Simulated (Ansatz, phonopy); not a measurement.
# Quasi-harmonic thermodynamics of K (Im-3m), part 4 of 4

Wanted: α(T), C_P(T) and B(T) of K in the quasi-harmonic approximation.

What experiment has found for this phase:
- heat capacity C_P per formula unit 29.4 J/mol/K near room temperature (given in “High-Throughput Prediction of Finite-Temperature Properties using the Quasi-Harmonic Approximation”, 2016, arXiv:1603.06924)

Ansatz 0.2.0; DFT LDA, scalar-relativistic, plane waves, PAW (the session's first sound run).

So far, isothermal bulk modulus at 298 K (GPa): step 6 (the quasi-harmonic study, functional LDA, q-mesh 2×2×2) 3.35; step 8 (q-mesh 4×4×4) 3.38.

The database entry behind the starting cell lists a temperature near 5 K, so it need not match the best structure at ambient conditions.

## Step 10: A new level, relaxed again (continued)

Level of this step: DFT PBE, scalar-relativistic, plane waves, PAW (Ansatz).

The steps of the relaxation:

| step | energy less that of the first step (eV) | largest force component (eV/Å) | pressure (GPa) | volume (Å³) |
| --- | --- | --- | --- | --- |
| 1 | 0.0000 | 0.0000 | 0.65 | 64.17 |
| 2 | -0.0045 | 0.0000 | 0.54 | 65.37 |
| 3 | -0.0170 | 0.0000 | 0.07 | 72.31 |
| 4 | -0.0173 | 0.0000 | 0.01 | 73.51 |
| 5 | -0.0173 | 0.0000 | 0.00 | 73.67 |
| 6* | -0.0173 | 0.0000 | 0.00 | 73.67 |

Relaxation steps marked * repeat the geometry before them on a plane-wave basis chosen anew for their cell, so energy and pressure can jump there.

| conventional cell, symmetrised | before | after | change |
| --- | --- | --- | --- |
| a (Å) | 5.044 | 5.282 | +4.7 % |
| b (Å) | 5.044 | 5.282 | +4.7 % |
| c (Å) | 5.044 | 5.282 | +4.7 % |
| volume (Å³/atom) | 64.17 | 73.67 | +14.8 % |

Final coordinates:

```cif
data_structure
_symmetry_space_group_name_H-M 'P 1'
_symmetry_Int_Tables_number 1
_cell_length_a 4.5741
_cell_length_b 4.5741
_cell_length_c 4.5741
_cell_angle_alpha 109.471
_cell_angle_beta 109.471
_cell_angle_gamma 109.471
_cell_volume 73.67
loop_
_atom_site_label
_atom_site_type_symbol
_atom_site_fract_x
_atom_site_fract_y
_atom_site_fract_z
_atom_site_occupancy
K1 K 0.00000 0.00000 0.00000 1
```

This step gave:

```yaml
pressure: 0.003257 GPa
volume_per_atom: 73.67 Å³
```

The residual pressure is 0.0033 GPa, small enough for phonons.

## Step 11: Phonons on strained cells, q-mesh 4×4×4 (run 2)

Thermal expansion follows from how the free energy of the vibrations (and of the electrons in a metal) changes with strain, so the program makes strained cells, their phonons and a fit in one run.

File input.yaml:

```yaml
crystal:
  lattice:
    - [-2.6408654038, 2.6408654038, 2.6408654038]
    - [2.6408654038, -2.6408654038, 2.6408654038]
    - [2.6408654038, 2.6408654038, -2.6408654038]
  atoms:
    - { symbol: K, position: [0.0, 0.0, 0.0] }
kpoints:
  mp_grid: { grid: [12, 12, 12] }
hamiltonian:
  xc: pbe
scf:
  occupations: { method: methfessel_paxton, width: 0.2 }
output:
  eigenvalues: true
phonons:
  method: dfpt
  qmesh: [4, 4, 4]
  temperatures: { t_max: 300.0, t_step: 25 }
  thermal_expansion: {}
```

Run with:

```sh
$ ansatz run input.yaml --threads 4 --pin off --max-ram 16384MiB --backend cpu --events-out ev --progress --plain --runs-dir out
```

Numbers of over 12 decimals in the logs are rounded to 6 here.

The log of the run:

```text
[...]
Crystal: 1 atoms, lattice volume = 73.671 Å³
Basis set: ecut = 487.2 eV, 1865 PW (Γ), exchange–correlation on 72×72×72 points (8 copies of the dense FFT grid, shifted against one another)
Bands: 9, of which v1, the nominal top of the filled ones, is band 5 counted from 1 (4 counted from 0)
Symmetry: 48 space group operations
[...]
k-points: 72 of 1728
[...]
298.15    4.68450    4.68450    4.68450    79.1346 |   93.99   93.99   93.99  281.98 |       - |    28.361    25.395 |     2.63     2.93
   300.00    4.68531    4.68531    4.68531    79.1760 |   94.27   94.27   94.27  282.81 |  282.47 |    28.396    25.400 |     2.62     2.93
[...]
vibrations' free energy: its fit leaves 0.0000 meV an atom at the most
[...]
free energies summed between the sampled wave vectors
[...]
[key lines of the parts left out:]
SCF converged after 8 iterations
Free energy (F): -1537.783407 eV
Fermi energy:    1.745644 eV
P = ⅓ Tr σ = 0.0033 GPa (0.033 kbar)
```

Wall time 12 min (4 threads of Intel Xeon Platinum 8488C (Sapphire Rapids), shared host); peak memory 3.1 GiB; 45 min of CPU time.

Changing the level of theory (LDA → PBE) takes the volume expansion at 298 K from 250 to 282 × 10⁻⁶/K and B_T from 3.38 to 2.63 GPa.

## Step 12: The series together

Times are for 4 threads of Intel Xeon Platinum 8488C (Sapphire Rapids), shared host. The runs compared:

| no. | functional | cutoff (eV) | k-mesh | q-mesh | method | pressure (GPa) | volume expansion coefficient at 298 K (1e-6/K) | C_P at 298 K (J/mol-atom/K) | isothermal bulk modulus at 298 K (GPa) | time | memory (GiB) |
| --- | --- | --- | --- | --- | --- | --- | --- | --- | --- | --- | --- |
| 1 | lda | 487.2 | 12×12×12 | 2×2×2 | dfpt | 0 | 254.3 | 28.00 | 3.355 | 2 min | 1.1 |
| 2 | lda | 487.2 | 12×12×12 | 4×4×4 | dfpt | 0 | 249.5 | 27.92 | 3.380 | 8.3 min | 2.7 |
| 3 | pbe | 487.2 | 12×12×12 | 4×4×4 | dfpt | 0 | 282.0 | 28.36 | 2.625 | 12 min | 3.1 |

The runs together, line volume. Table of expansion coefficient, volume by temperature; values in 1e-6/K:

| temperature (K) | lda, 487.2, 12×12×12, 2×2×2, dfpt, 0 | lda, 487.2, 12×12×12, 4×4×4, dfpt, 0 | pbe, 487.2, 12×12×12, 4×4×4, dfpt, 0 |
| --- | --- | --- | --- |
| 0 | 0 | 0 | 0 |
| 25 | 93.0 | 91.7 | 109 |
| 50 | 157 | 155 | 175 |
| 75 | 180 | 178 | 198 |
| 100 | 192 | 190 | 211 |
| 125 | 201 | 199 | 220 |
| 150 | 208 | 206 | 229 |
| 175 | 215 | 213 | 236 |
| 200 | 223 | 219 | 245 |
| 225 | 230 | 226 | 253 |
| 250 | 238 | 234 | 262 |
| 275 | 246 | 242 | 272 |
| 298 | 254 | 250 | 282 |
| 300 | 255 | 250 | 283 |

The runs together, line C_P. Table of heat capacity, C_P by temperature; values in J/mol-atom/K:

| temperature (K) | lda, 487.2, 12×12×12, 2×2×2, dfpt, 0 | lda, 487.2, 12×12×12, 4×4×4, dfpt, 0 | pbe, 487.2, 12×12×12, 4×4×4, dfpt, 0 |
| --- | --- | --- | --- |
| 0 | 0 | 0 | 0 |
| 25 | 12.5 | 12.5 | 13.5 |
| 50 | 20.6 | 20.6 | 21.2 |
| 75 | 23.2 | 23.2 | 23.6 |
| 100 | 24.4 | 24.4 | 24.7 |
| 125 | 25.1 | 25.1 | 25.4 |
| 150 | 25.7 | 25.6 | 25.9 |
| 175 | 26.1 | 26.1 | 26.3 |
| 200 | 26.5 | 26.4 | 26.7 |
| 225 | 26.9 | 26.8 | 27.1 |
| 250 | 27.2 | 27.2 | 27.5 |
| 275 | 27.6 | 27.6 | 27.9 |
| 298 | 28.0 | 27.9 | 28.4 |
| 300 | 28.0 | 28.0 | 28.4 |

## Step 13: Free-energy fit

This step: DFT PBE, scalar-relativistic, plane waves, PAW (phonopy 4.10.0).

Table of energy (each curve on its own zero) by volume; values in meV/atom:

| volume (Å³/atom) | static | F at 0 K | F at 300 K |
| --- | --- | --- | --- |
| 73.75 | 0 | 0.54 | 4.71 |
| 74.86 | 0.19 | 0.55 | 3.38 |
| 76.48 | 1.08 | 1.18 | 2.05 |
| 77.88 | 2.39 | 2.28 | 1.43 |
| 79.31 | 4.2 | 3.86 | 1.26 |
| 80.77 | 6.49 | 5.93 | 1.51 |

## Step 14: Results

- settings of these figures: PBE, 487.2 eV, k 12×12×12, q 4×4×4
- volume expansion coefficient at 298 K: 282.0 1e-6/K
- C_P at 298 K: 28.36 J/mol-atom/K
- entropy at 298 K: 65.47 J/mol-atom/K
- isothermal bulk modulus at 298 K: 2.625 GPa
- Grüneisen parameter at 298 K: 1.389
- volume at 298 K: 79.14 Å³/atom
- principal linear expansion coefficients at 298 K: 93.99, 93.99, 93.99 1e-6/K

What this shows: Near room temperature K expands by 282 × 10⁻⁶/K in volume by PBE, with C_P = 28.4 J/(mol K) per mole of atoms and B_T = 2.63 GPa. C_P at room temperature is 114 % of the classical 3R an atom; C_V is 102 %, and the rest is expansion work. In this metal the study includes the electrons' free energy, which adds a term that grows with temperature, so the heat capacities need not level off at 3R. A measured heat capacity per formula unit near room temperature is 29.4 J/mol/K (arXiv:1603.06924); the calculated 28.4 J/mol/K differs by -4 %. The levels of theory differ by up to 32.5 × 10⁻⁶/K in the volume expansion at 298 K.

[Logs are printed without paths, hosts, clocks, repeated set-up lines and the standing remarks that a program may print on its own settings, such as how far it seeks lower states.]

[Hosts, paths, dates, database ids (printed as entryN), source tags and the programs' standing remarks are cut or masked in the printed files.]

[A step with changed settings may run another functional than the one named; its input shows which.]
